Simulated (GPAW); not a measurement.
Computed Zn K edges (GPAW, LDA, excited-electron core hole (neutral cell), supercells with 6.8 to 7.1 Å between holes, Gaussian full width 1.67 eV up to 4 eV, rising linearly to 3.5 eV at 25 eV) of these absorbers are given in random order:
A. ZnAg (Cmmm): 4 Ag at 2.70 Å, 4 Zn at 2.77 Å, 2 Zn at 3.10 Å and 4 Ag at 3.19 Å (cube and octahedron, as in bcc, site symmetry mmm)
B. ZnAg (Pm-3m): 8 Ag at 2.73 Å and 6 Zn at 3.16 Å (cube and octahedron, as in bcc, site symmetry m-3m)

Energy from 9641.0 eV of photon energy (total-energy differences, less 30.8 eV, the free-atom term for the hole's spin); mean of 1 over the first 20 eV. In the free atom LDA prices this hole about 19 eV below PBE, which is itself good to a few eV.

| E (eV) | spectrum 1 | spectrum 2 |
| --- | --- | --- |
| -2.0 | 0.00 | 0.00 |
| -1.4 | 0.01 | 0.02 |
| -0.8 | 0.07 | 0.10 |
| -0.2 | 0.20 | 0.29 |
| 0.4 | 0.36 | 0.48 |
| 1.0 | 0.47 | 0.56 |
| 1.6 | 0.58 | 0.66 |
| 2.2 | 0.74 | 0.82 |
| 2.8 | 0.87 | 0.93 |
| 3.4 | 0.97 | 1.04 |
| 4.0 | 1.16 | 1.21 |
| 4.6 | 1.43 | 1.28 |
| 5.2 | 1.54 | 1.24 |
| 5.8 | 1.48 | 1.22 |
| 6.4 | 1.42 | 1.32 |
| 7.0 | 1.41 | 1.44 |
| 7.6 | 1.36 | 1.43 |
| 8.2 | 1.29 | 1.27 |
| 8.8 | 1.22 | 1.12 |
| 9.4 | 1.14 | 1.13 |
| 10.0 | 1.03 | 1.28 |
| 10.6 | 0.93 | 1.42 |
| 11.2 | 0.93 | 1.42 |
| 11.8 | 1.02 | 1.27 |
| 12.4 | 1.13 | 1.12 |
| 13.0 | 1.17 | 1.01 |
| 13.6 | 1.11 | 0.95 |
| 14.2 | 1.03 | 0.89 |
| 14.8 | 0.95 | 0.82 |
| 15.4 | 0.89 | 0.74 |
| 16.0 | 0.84 | 0.67 |
| 16.6 | 0.80 | 0.64 |
| 17.2 | 0.77 | 0.64 |
| 17.8 | 0.74 | 0.67 |
| 18.4 | 0.71 | 0.72 |
| 19.0 | 0.71 | 0.78 |
| 19.6 | 0.72 | 0.83 |
| 20.2 | 0.74 | 0.87 |
| 20.8 | 0.77 | 0.89 |
| 21.4 | 0.80 | 0.90 |
| 22.0 | 0.81 | 0.90 |
| 22.6 | 0.82 | 0.90 |
| 23.2 | 0.83 | 0.90 |
| 23.8 | 0.85 | 0.90 |
| 24.4 | 0.89 | 0.91 |
| 25.0 | 0.94 | 0.93 |
| 25.6 | 0.99 | 0.96 |
| 26.2 | 1.03 | 0.99 |
| 26.8 | 1.06 | 1.01 |
| 27.4 | 1.07 | 1.01 |
| 28.0 | 1.07 | 1.00 |
| 28.6 | 1.06 | 0.97 |
| 29.2 | 1.05 | 0.93 |
| 29.8 | 1.04 | 0.89 |
| 30.4 | 1.02 | 0.86 |
| 31.0 | 0.98 | 0.85 |
| 31.6 | 0.93 | 0.85 |

**Question.** Which spectrum belongs to which crystal?

Spectrum 1 is B (rising edge 9642.8 eV, maxima 5.0 eV (1.54) and 12.8 eV (1.17) above its zero). Spectrum 2 is A (rising edge 9642.4 eV, maxima 4.6 eV (1.28), 7.2 eV (1.46) and 10.8 eV (1.44) above its zero). After the best relative shift (up to 4 eV allowed) the shapes differ by 14 % r.m.s. (of the curve's own r.m.s. level). Between 0 and 30 eV on the axis shown, they part most near 11.0 eV, where ZnAg (Cmmm) is higher by 0.5. The rising edges span 0.3 eV, lowest for ZnAg (Cmmm). The computed edges of the forms differ. How much of a difference is left by the finite cells wasn't tested for these crystals.

The script folds with a Gaussian, whereas the core hole's own line is a Lorentzian, so the onset is too steep and the first peak too high. Lifetime broadening is put in by hand, and intensities beyond about 20 eV depend on it. Meshes are coarse enough for small ripples in ZnAg (Cmmm). The structures are entries of the Crystallography Open Database and the Materials Project (computed), used as given.

[Hosts, paths, dates, database ids (printed as entryN), source tags and the programs' standing remarks are cut or masked in the printed files.]
